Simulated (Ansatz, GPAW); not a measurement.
# BaSO (model structure): optical spectrum from first principles

Wanted: where BaSO (model structure) starts to absorb, how strongly, and its refractive index. The cell was made here by substitution or stacking, whether or not such a phase is known. It was built so: 1 of the 2 O atoms of the cell replaced by S in the I4/mmm structure of BaO2. The cell is first relaxed with Ansatz.

Program: GPAW 26.7.0. Level of theory: DFT, LDA, plane-wave PAW (GPAW data sets), scalar-relativistic, RPA, optical limit. Results are calculated unless marked as measured.

## (1) Starting point

Symmetry: I4mm, No. 107, tetragonal system. The conventional cell has a = 4.186 Å, b = 4.186 Å, c = 7.464 Å, α = 90.00°, β = 90.00°, γ = 90.00°. Ba has 5 O at 2.92 to 3.07 Å and 5 S at 2.92 to 3.07 Å nearest. Nearest to S lie 1 O at 1.63 Å. Nearest to O lie 1 S at 1.63 Å and 5 Ba at 2.92 to 3.07 Å. 1 of the 2 O atoms of the cell replaced by S in the I4/mmm structure of BaO2. Farther neighbours and most contacts between anions are not listed.

Coordinates:

```cif
data_structure
_symmetry_space_group_name_H-M 'P 1'
_symmetry_Int_Tables_number 1
_cell_length_a 4.7635
_cell_length_b 4.7635
_cell_length_c 4.7635
_cell_angle_alpha 127.869
_cell_angle_beta 127.869
_cell_angle_gamma 76.838
_cell_volume 65.40
loop_
_atom_site_label
_atom_site_type_symbol
_atom_site_fract_x
_atom_site_fract_y
_atom_site_fract_z
_atom_site_occupancy
Ba1 Ba 0.00000 0.00000 0.00000 1
S2 S 0.60930 0.60930 0.00000 1
O3 O 0.39070 0.39070 0.00000 1
```

## (2) Relaxation

Spectra hang on bond lengths, so the cell is first brought to its minimum.

This step: DFT, LDA, plane-wave PAW, default files, scalar-relativistic, relaxation (Ansatz 0.2.0).

File input.yaml:

```yaml
crystal:
  lattice:
    - [-2.09307112, 2.09307112, 3.73213697]
    - [2.09307112, -2.09307112, 3.73213697]
    - [2.09307112, 2.09307112, -3.73213697]
  atoms:
    - { symbol: Ba, position: [0.0, 0.0, 0.0] }
    - { symbol: S, position: [0.6093, 0.6093, 0.0] }
    - { symbol: O, position: [0.3907, 0.3907, 0.0] }
kpoints:
  mp_grid: { grid: [8, 8, 8] }
scf:
  occupations: { method: fermi_dirac, width: 0.05 }
hamiltonian:
  xc: lda
output:
  forces: true
  stress: true
  write_density: true
  write_potential: true
  elf: true
  volumetric_format: npy
relax:
  f_tol: 0.02
  max_steps: 50
  cell: {}
```

Run with:

```sh
$ ansatz run input.yaml --threads 1 --pin off --max-ram 4096MiB --backend cpu --events-out ev --progress --plain --runs-dir out
```

Numbers of over 12 decimals in the logs are rounded to 6 here.

Output:

```text
Engine: ansatz 0.2.0, x86_64-unknown-linux-gnu
Pseudopotentials: kind: paw
Pseudopotential: Ba, paw, valence charge 10, recommended cutoff 420 eV (normal), Ba.paw.azcp
Pseudopotential: S, paw, valence charge 6, recommended cutoff 420 eV (normal), S.paw.azcp
Pseudopotential: O, paw, valence charge 6, recommended cutoff 420 eV (normal), O.paw.azcp
Functional definition: SPW92
  exchange = slater_x
  correlation = pw_c
Crystal: 3 atoms, lattice volume = 65.401 Å³
Basis set: ecut = 420 eV, 1257 PW (Γ)
Bands: 15, of which v1, the nominal top of the filled ones, is band 11 counted from 1 (10 counted from 0)
Symmetry: 8 space group operations
Space group: I4mm (ITA 107), of the structure as read, at distance tolerance 4.0e-5 Å
k-points: 59 of 512 (time reversal used)
Non-local potential: Ba, projectors of the file, l = 0: 3, l = 1: 2, l = 2: 2, l = 3: 2
Non-local potential: S, projectors of the file, l = 0: 2, l = 1: 2, l = 2: 2
Non-local potential: O, projectors of the file, l = 0: 2, l = 1: 2, l = 2: 1
PAW form: soft (Blöchl's): semilocal exchange-correlation on the pseudo side does not see the compensation charge
PAW frozen core: Ba, regenerated for the run's functional, and the local potential with it (the file was generated under x = pbe(κ = 0.804, μ = 0.219515), c = pbe(β = 0.066725))
PAW frozen core: S, regenerated for the run's functional, and the local potential with it (the file was generated under x = pbe(κ = 0.804, μ = 0.219515), c = pbe(β = 0.066725))
PAW frozen core: O, regenerated for the run's functional, and the local potential with it (the file was generated under x = pbe(κ = 0.804, μ = 0.219515), c = pbe(β = 0.066725))
PAW one-centre angular grid: Ba, 194 points (default); XC on 64 Gauss nodes
PAW one-centre angular grid: S, 110 points (default); XC on 64 Gauss nodes
PAW one-centre angular grid: O, 110 points (default); XC on 64 Gauss nodes
Initial density: superposition of atomic densities (neutral atoms: chi_scale 0, normalization atom), corrected by the library's trained network
Initial wavefunctions: pseudopotential atomic-orbital guess
Functional: x = slater, c = lda
SCF iter   1: F=—  HF=-7206.931962 eV  |F-HF|=—  |Δ(HF+E_count)|=         —  Δρ=1.02e-2  dr2=7.42e-2  ethr=1.77e-3  ⟨swp⟩=8.0  Hψ=6601  notcnv=0
preconditioner: auto → none  [insulator: Δε(μ)=0.531 eV  Ē_g=12.330 eV  σ=0.050 eV  W_gap=0.99  n_scr=14 (ndim 8)  ℏωp=20.5 eV  f_vac=0.004  D(μ)=0.00/eV (n_scr^D=0)  ε∞_Penn≈3.8]
SCF iter   2: F=—  HF=-7206.914140 eV  |F-HF|=—  |Δ(HF+E_count)|=   1.78e-2  Δρ=2.61e-3  dr2=2.86e-3  ethr=3.37e-4  ⟨swp⟩=3.0  Hψ=1941  notcnv=0
SCF iter   3: F=—  HF=-7206.913733 eV  |F-HF|=—  |Δ(HF+E_count)|=   4.06e-4  Δρ=9.82e-4  dr2=3.92e-4  ethr=1.30e-5  ⟨swp⟩=1.7  Hψ=1127  notcnv=0
SCF iter   4: F=—  HF=-7206.913701 eV  |F-HF|=—  |Δ(HF+E_count)|=   3.25e-5  Δρ=1.39e-4  dr2=1.18e-5  ethr=1.78e-6  ⟨swp⟩=2.0  Hψ=1332  notcnv=0
SCF iter   5: F=—  HF=-7206.913700 eV  |F-HF|=—  |Δ(HF+E_count)|=   8.38e-7  Δρ=3.22e-5  dr2=2.66e-7  ethr=5.36e-8  ⟨swp⟩=2.1  Hψ=1317  notcnv=0
SCF iter   6: F=-7206.913700 eV  HF=-7206.913700 eV  |F-HF|=1.98e-9  |Δ(HF+E_count)|=   2.48e-8  Δρ=4.12e-6  dr2=7.44e-9  ethr=4.55e-10  ⟨swp⟩=8.6  Hψ=5680  notcnv=0
SCF 1 converged in 6 iterations: F = -7206.913700 eV  dr2 = 7.44e-9
  greatest PAW one-centre occupation: 0.955 electrons in one spin orbital (limit 2), on the Ba atom at site 0 (counted from 0), in its partial waves of l = 0
relax step   1: F+E_penalty+E_count = -7206.91369998 eV  Δ(F+E_penalty+E_count) = +0.000e0 eV  max|allowed force component| = 8.850e-1 eV/Å  Δτ_max = 0.0000 Å  P = -1.445 GPa  Ω = 65.401 Å³  (6 SCF iters, dr2 threshold 1.00e-7 eV, accepted)
Crystal: 3 atoms, lattice volume = 59.171 Å³
Basis set: ecut = 420 eV, 1177 PW (Γ)
Initial density: handed on by an earlier stage of this run
Initial wavefunctions: those handed on with the density
iter 1 solved again at ethr=5.14e-4 eV; its pass at ethr=3.10e-3 eV (dr2=1.13e-1 eV) is discarded
SCF iter   1: F=—  HF=-7206.959749 eV  |F-HF|=—  |Δ(HF+E_count)|=         —  Δρ=1.87e-2  dr2=1.16e-1  ethr=5.14e-4  ⟨swp⟩=1.0  Hψ=7134  notcnv=0
preconditioner: auto → none  [insulator: Δε(μ)=0.305 eV  Ē_g=12.588 eV  σ=0.050 eV  W_gap=0.90  n_scr=14 (ndim 8)  ℏωp=21.6 eV  f_vac=0.000  D(μ)=0.01/eV (n_scr^D=0)  ε∞_Penn≈3.9]
SCF iter   2: F=—  HF=-7206.928807 eV  |F-HF|=—  |Δ(HF+E_count)|=   3.09e-2  Δρ=7.22e-3  dr2=8.43e-3  ethr=5.14e-4  ⟨swp⟩=2.9  Hψ=1540  notcnv=0
SCF iter   3: F=—  HF=-7206.927367 eV  |F-HF|=—  |Δ(HF+E_count)|=   1.44e-3  Δρ=2.24e-3  dr2=5.68e-4  ethr=3.83e-5  ⟨swp⟩=2.5  Hψ=1401  notcnv=0
SCF iter   4: F=—  HF=-7206.927362 eV  |F-HF|=—  |Δ(HF+E_count)|=   4.51e-6  Δρ=3.00e-4  dr2=1.33e-5  ethr=2.58e-6  ⟨swp⟩=2.0  Hψ=1270  notcnv=0
SCF iter   5: F=—  HF=-7206.927362 eV  |F-HF|=—  |Δ(HF+E_count)|=   7.19e-8  Δρ=5.70e-5  dr2=8.51e-7  ethr=6.04e-8  ⟨swp⟩=2.3  Hψ=1368  notcnv=0
SCF iter   6: F=-7206.927362 eV  HF=-7206.927362 eV  |F-HF|=2.11e-8  |Δ(HF+E_count)|=   6.84e-8  Δρ=9.74e-6  dr2=3.60e-8  ethr=1.36e-9  ⟨swp⟩=9.0  Hψ=5996  notcnv=0
SCF 2 converged in 6 iterations: F = -7206.927362 eV  dr2 = 3.60e-8
relax step   2: F+E_penalty+E_count = -7206.92736205 eV  Δ(F+E_penalty+E_count) = -1.366e-2 eV  max|allowed force component| = 5.837e-1 eV/Å  Δτ_max = 0.1011 Å  P = +4.696 GPa  Ω = 59.171 Å³  energy of the carried Pulay correction = +1.082e-2 eV  (6 SCF iters, dr2 threshold 3.00e-7 eV, accepted)
Crystal: 3 atoms, lattice volume = 62.617 Å³
Basis set: ecut = 420 eV, 1217 PW (Γ)
iter 1 solved again at ethr=1.11e-4 eV; its pass at ethr=3.10e-3 eV (dr2=2.43e-2 eV) is discarded
SCF iter   1: F=—  HF=-7206.981675 eV  |F-HF|=—  |Δ(HF+E_count)|=         —  Δρ=6.51e-3  dr2=2.49e-2  ethr=1.11e-4  ⟨swp⟩=1.0  Hψ=6904  notcnv=0
preconditioner: auto → none  [insulator: Δε(μ)=0.666 eV  Ē_g=12.511 eV  σ=0.050 eV  W_gap=1.00  n_scr=14 (ndim 8)  ℏωp=21.0 eV  f_vac=0.001  D(μ)=0.00/eV (n_scr^D=0)  ε∞_Penn≈3.8]
SCF iter   2: F=—  HF=-7206.974692 eV  |F-HF|=—  |Δ(HF+E_count)|=   6.98e-3  Δρ=2.09e-3  dr2=1.71e-3  ethr=1.11e-4  ⟨swp⟩=2.0  Hψ=1415  notcnv=0
SCF iter   3: F=—  HF=-7206.974213 eV  |F-HF|=—  |Δ(HF+E_count)|=   4.79e-4  Δρ=6.48e-4  dr2=1.07e-4  ethr=7.76e-6  ⟨swp⟩=2.7  Hψ=1434  notcnv=0
SCF iter   4: F=—  HF=-7206.974197 eV  |F-HF|=—  |Δ(HF+E_count)|=   1.65e-5  Δρ=9.77e-5  dr2=2.56e-6  ethr=4.87e-7  ⟨swp⟩=2.2  Hψ=1505  notcnv=0
iter 5 did not close the SCF: its close was put off for the readings that it lacked (scf_convergence_deferred on its scf_iter line)
SCF iter   5: F=-7206.974197 eV  HF=-7206.974197 eV  |F-HF|=1.35e-7  |Δ(HF+E_count)|=   4.89e-8  Δρ=2.55e-5  dr2=2.72e-7  ethr=1.17e-8  ⟨swp⟩=2.1  Hψ=1310  notcnv=0
SCF iter   6: F=-7206.974197 eV  HF=-7206.974197 eV  |F-HF|=2.34e-9  |Δ(HF+E_count)|=   1.53e-8  Δρ=4.55e-6  dr2=7.00e-9  ethr=1.24e-9  ⟨swp⟩=7.4  Hψ=5903  notcnv=0
SCF 3 converged in 6 iterations: F = -7206.974197 eV  dr2 = 7.00e-9
relax step   3: F+E_penalty+E_count = -7206.97419674 eV  Δ(F+E_penalty+E_count) = -4.683e-2 eV  max|allowed force component| = 4.797e-1 eV/Å  Δτ_max = 0.0251 Å  P = +0.608 GPa  Ω = 62.617 Å³  energy of the carried Pulay correction = +4.702e-3 eV  (6 SCF iters, dr2 threshold 3.00e-7 eV, accepted)
[...]
relax step   4: F+E_penalty+E_count = -7206.98321056 eV  Δ(F+E_penalty+E_count) = -9.014e-3 eV  max|allowed force component| = 1.701e-1 eV/Å  Δτ_max = 0.0282 Å  P = -0.020 GPa  Ω = 63.142 Å³  energy of the carried Pulay correction = +3.801e-3 eV  (6 SCF iters, dr2 threshold 3.00e-7 eV, accepted)
[...]
relax step   5: F+E_penalty+E_count = -7206.99308382 eV  Δ(F+E_penalty+E_count) = -9.873e-3 eV  max|allowed force component| = 3.085e-1 eV/Å  Δτ_max = 0.0832 Å  P = +0.158 GPa  Ω = 63.815 Å³  energy of the carried Pulay correction = +2.655e-3 eV  (6 SCF iters, dr2 threshold 3.00e-7 eV, accepted)
[...]
relax step   6: F+E_penalty+E_count = -7206.99562415 eV  Δ(F+E_penalty+E_count) = -2.540e-3 eV  max|allowed force component| = 2.920e-2 eV/Å  Δτ_max = 0.0214 Å  P = -0.185 GPa  Ω = 64.142 Å³  energy of the carried Pulay correction = +2.102e-3 eV  (6 SCF iters, dr2 threshold 3.00e-7 eV, accepted)
[...]
relax step   7: F+E_penalty+E_count = -7206.99616090 eV  Δ(F+E_penalty+E_count) = -5.368e-4 eV  max|allowed force component| = 2.109e-3 eV/Å  Δτ_max = 0.0012 Å  P = -0.001 GPa  Ω = 63.926 Å³  energy of the carried Pulay correction = +2.466e-3 eV  (6 SCF iters, dr2 threshold 1.31e-7 eV, accepted)
[...]
relax step   8: F+E_penalty+E_count = -7206.99579844 eV  Δ(F+E_penalty+E_count) = +3.625e-4 eV  max|allowed force component| = 2.008e-3 eV/Å  Δτ_max = 0.0000 Å  P = -0.018 GPa  Ω = 63.926 Å³  stress off target by 1.43e-1 GPa  SCF on the basis re-selected at this cell (its energy is not comparable with the rows above)  (6 SCF iters)
[...]
relax step   9: F+E_penalty+E_count = -7206.99578734 eV  Δ(F+E_penalty+E_count) = +1.110e-5 eV  max|allowed force component| = 6.899e-3 eV/Å  Δτ_max = 0.0012 Å  P = -0.005 GPa  Ω = 63.934 Å³  energy of the carried Pulay correction = -5.514e-5 eV  (6 SCF iters, accepted)
iter 1 solved again at ethr=4.07e-7 eV; its pass at ethr=3.10e-3 eV (dr2=8.95e-5 eV) is discarded
SCF iter   1: F=—  HF=-7206.995837 eV  |F-HF|=—  |Δ(HF+E_count)|=         —  Δρ=2.45e-5  dr2=1.15e-8  ethr=4.07e-7  ⟨swp⟩=3.0  Hψ=8697  notcnv=0
eigensolver tolerance schedule: the retry pair's looser diagonalisation over-reported the residual by 7784.77 of it (diagonalisation noise at an unbounded share of the residual, at the tolerance the schedule requests for it); recorded, not acted on — ethr = c·dr2/N_el stays at c = 1.0e-1
preconditioner: auto → none  [insulator: Δε(μ)=0.686 eV  Ē_g=12.403 eV  σ=0.050 eV  W_gap=1.00  n_scr=14 (ndim 8)  ℏωp=20.8 eV  f_vac=0.001  D(μ)=0.00/eV (n_scr^D=0)  ε∞_Penn≈3.8]
SCF iter   2: F=—  HF=-7206.995837 eV  |F-HF|=—  |Δ(HF+E_count)|=   1.70e-7  Δρ=1.22e-5  dr2=2.89e-9  ethr=5.23e-11  ⟨swp⟩=3.0  Hψ=2016  notcnv=0
SCF iter   3: F=—  HF=-7206.995837 eV  |F-HF|=—  |Δ(HF+E_count)|=   9.59e-8  Δρ=2.14e-6  dr2=5.45e-10  ethr=1.31e-11  ⟨swp⟩=2.0  Hψ=1147  notcnv=0
iter 4 did not close the SCF: its close was put off for the readings that it lacked (scf_convergence_deferred on its scf_iter line)
SCF iter   4: F=-7206.995837 eV  HF=-7206.995837 eV  |F-HF|=6.37e-12  |Δ(HF+E_count)|=   2.41e-9  Δρ=2.43e-7  dr2=2.52e-11  ethr=2.48e-12  ⟨swp⟩=2.0  Hψ=1174  notcnv=0
iter 5 did not close the SCF: its close was put off for the readings that it lacked (scf_convergence_deferred on its scf_iter line)
SCF iter   5: F=-7206.995837 eV  HF=-7206.995837 eV  |F-HF|=2.73e-12  |Δ(HF+E_count)|=  3.64e-12  Δρ=5.81e-8  dr2=1.30e-12  ethr=1.00e-12  ⟨swp⟩=1.0  Hψ=885  notcnv=0
iter 6 did not close the SCF: its close was put off for the readings that it lacked (scf_convergence_deferred on its scf_iter line)
SCF iter   6: F=-7206.995837 eV  HF=-7206.995837 eV  |F-HF|=0.00e0  |Δ(HF+E_count)|=  2.73e-12  Δρ=1.19e-8  dr2=5.87e-14  ethr=1.00e-12  ⟨swp⟩=1.0  Hψ=885  notcnv=0
iter 7 did not close the SCF: its close was put off for the readings that it lacked (scf_convergence_deferred on its scf_iter line)
SCF iter   7: F=-7206.995837 eV  HF=-7206.995837 eV  |F-HF|=1.82e-12  |Δ(HF+E_count)|=  1.82e-12  Δρ=2.00e-9  dr2=2.47e-15  ethr=1.00e-12  ⟨swp⟩=1.0  Hψ=885  notcnv=0
SCF iter   8: F=-7206.995837 eV  HF=-7206.995837 eV  |F-HF|=4.55e-12  |Δ(HF+E_count)|=  9.09e-13  Δρ=4.64e-10  dr2=8.76e-17  ethr=1.00e-12  ⟨swp⟩=3.0  Hψ=2959  notcnv=0
SCF 10 converged in 8 iterations: F = -7206.995837 eV  dr2 = 8.76e-17
relax step  10: F+E_penalty+E_count = -7206.99583708 eV  Δ(F+E_penalty+E_count) = -4.974e-5 eV  max|allowed force component| = 6.859e-3 eV/Å  Δτ_max = 0.0000 Å  P = -0.004 GPa  Ω = 63.934 Å³  stress off target by 9.81e-3 GPa  SCF on the basis re-selected at this cell (its energy is not comparable with the rows above)  (8 SCF iters)
basis re-selected at this cell: Δ(F+E_penalty+E_count) = -4.974e-5 eV, ΔP = +0.001 GPa vs the last step (what re-selecting the basis moved, of the pressure what is left beyond the Pulay correction that the steps carried, after the strain that the cell walked since its last selection, with what the two solves' SCF thresholds leave and, on support functions, any second-order correction that the steps lacked; it is no m [...]
SCF converged after 8 iterations
Free energy (F): -7206.995837 eV
Harris-Foulkes:  -7206.995837 eV  (|F-HF|=4.55e-12)
Internal energy: -7206.995830 eV  (E = F + TS)
E sigma→0 (E₀):  -7206.995834 eV
Entropy (-TS):   -0.000007 eV (-0.002 meV/atom)
Fermi energy:    8.507368 eV
--- Per-component energies (eV) ---
  E_band       = -45.025975
  E_kinetic    = 454.050460
  E_local      = -779.739846  (includes V_loc(G=0)·N_el)
  E_nonlocal   = 139.606752
  E_hartree    = 270.552442
  E_xc         = -337.582053
  E_vxc        = -319.365531  (∫ρ·V_xc dr)
  E_paw        = -5773.430542  (= ΣΔE_a)
  E_vpaw       = -80.685144  (= ΣTr[D̂ρ^β])
  E_aug_tail   = 0.002449  (compensation charges beyond the density's cutoff)
  E_ewald      = -1180.988128
  E_core_change = 0.532635  (= ΣΔE_core)
  E_smearing   = -0.000007  (= −TS)
  E_closure    = 0.000000  (closes the sum)
  Σ components = -7206.995837   (vs F -7206.995837, Δ=0.00e0)
--- Forces (eV/Å), atoms counted from 1 ---
  atom   1  Ba     0.00000000     0.00000000     0.00229833
  atom   2  S     -0.00000000    -0.00000000    -0.00685897
  atom   3  O      0.00000000     0.00000000     0.00455943
  max |Σ_I F_I| component: 1.21e-6 eV/Å
--- Stress (GPa, compression-positive) ---
       -0.000951      -0.000000       0.000000
       -0.000000      -0.000951       0.000000
        0.000000       0.000000      -0.009809
  P = ⅓ Tr σ = -0.0039 GPa (-0.039 kbar)
--- Band table (eV; the first three rows and the last of 59) ---
  k-point 0: bands = [... 7 lower, 3.9719, 3.9719, 6.6499, 6.6499, 9.9171, 10.1148, 12.0894, 12.5962]
  k-point 1: bands = [... 7 lower, 3.5609, 3.9593, 6.4498, 6.7186, 10.5136, 10.5923, 12.4620, 13.0879]
  k-point 2: bands = [... 7 lower, 3.1676, 3.9598, 6.0696, 7.2208, 10.9638, 11.9864, 12.6639, 13.5197]
  k-point 58: bands = [... 7 lower, 3.9187, 3.9187, 8.1380, 8.1380, 8.8242, 10.1567, 12.7562, 14.0896]
--- Relaxed structure (8 steps of the walk, 8 accepted, 2 SCFs on fresh bases) ---
  F+E_penalty+E_count = -7206.99583708 eV   max|allowed force component| = 6.859e-3 eV/Å   (the final SCF, on the basis selected at the relaxed cell)
  cell:  # Å, volume = 63.9344 Å³
    - [-2.113706, 2.113706, 3.577546]
    - [2.113706, -2.113706, 3.577546]
    - [2.113706, 2.113706, -3.577546]
  atoms:
    - { symbol: Ba, position: [0.022425, 0.022425, 0] }
    - { symbol: S, position: [0.604499, 0.604499, 0] }
    - { symbol: O, position: [0.373076, 0.373076, 0] }
```

Wall time 34 s (1 thread of Intel Xeon 6975P-C (Granite Rapids), shared host); peak memory 0.46 GiB.

Relaxation path:

| step | energy less that of the first step (eV) | largest force component (eV/Å) | pressure (GPa) | volume (Å³) |
| --- | --- | --- | --- | --- |
| 1 | 0.0000 | 0.8850 | -1.45 | 65.40 |
| 2 | -0.0137 | 0.5837 | 4.70 | 59.17 |
| 3 | -0.0605 | 0.4797 | 0.61 | 62.62 |
| 4 | -0.0695 | 0.1701 | -0.02 | 63.14 |
| 5 | -0.0794 | 0.3085 | 0.16 | 63.81 |
| 6 | -0.0819 | 0.0292 | -0.19 | 64.14 |
| 7 | -0.0825 | 0.0021 | 0.00 | 63.93 |
| 8* | -0.0821 | 0.0020 | -0.02 | 63.93 |
| 9 | -0.0821 | 0.0069 | 0.00 | 63.93 |
| 10* | -0.0821 | 0.0069 | 0.00 | 63.93 |

Relaxation steps marked * repeat the geometry before them on a plane-wave basis chosen anew for their cell, so energy and pressure can jump there.

Forces are held to the 8 operations that the run works with; a distortion that breaks them can't arise in this run.

| conventional cell, symmetrised | before | after | change |
| --- | --- | --- | --- |
| a (Å) | 4.186 | 4.227 | +1.0 % |
| b (Å) | 4.186 | 4.227 | +1.0 % |
| c (Å) | 7.464 | 7.155 | -4.1 % |
| volume (Å³/atom) | 21.80 | 21.31 | -2.2 % |

The atoms that moved most (Å, as changes of fractional coordinates times the final cell):

| atom | dx | dy | dz | length |
| --- | --- | --- | --- | --- |
| Ba1 | 0.000 | 0.000 | 0.160 | 0.160 |
| O3 | 0.000 | 0.000 | -0.126 | 0.126 |
| S2 | 0.000 | 0.000 | -0.034 | 0.034 |

Final coordinates:

```xyz
3
Lattice="-2.1137 2.1137 3.5775 2.1137 -2.1137 3.5775 2.1137 2.1137 -3.5775" Properties=species:S:1:pos:R:3 pbc="T T T"
Ba    0.0000    0.0000    0.1605
S     0.0000    0.0000    4.3252
O     0.0000    0.0000    2.6694
```

The relaxation ends with a largest force component of 0.0069 eV/Å and a pressure of 0.00 GPa.

(Part 1 of 2 ends here.)

[Machine, clock and banner lines and Python warnings are left out of the logs.]

[Logs are printed without paths, hosts, clocks, repeated set-up lines and the standing remarks that a program may print on its own settings, such as how far it seeks lower states.]

[Hosts, paths, dates, database ids (printed as entryN), source tags and the programs' standing remarks are cut or masked in the printed files.]
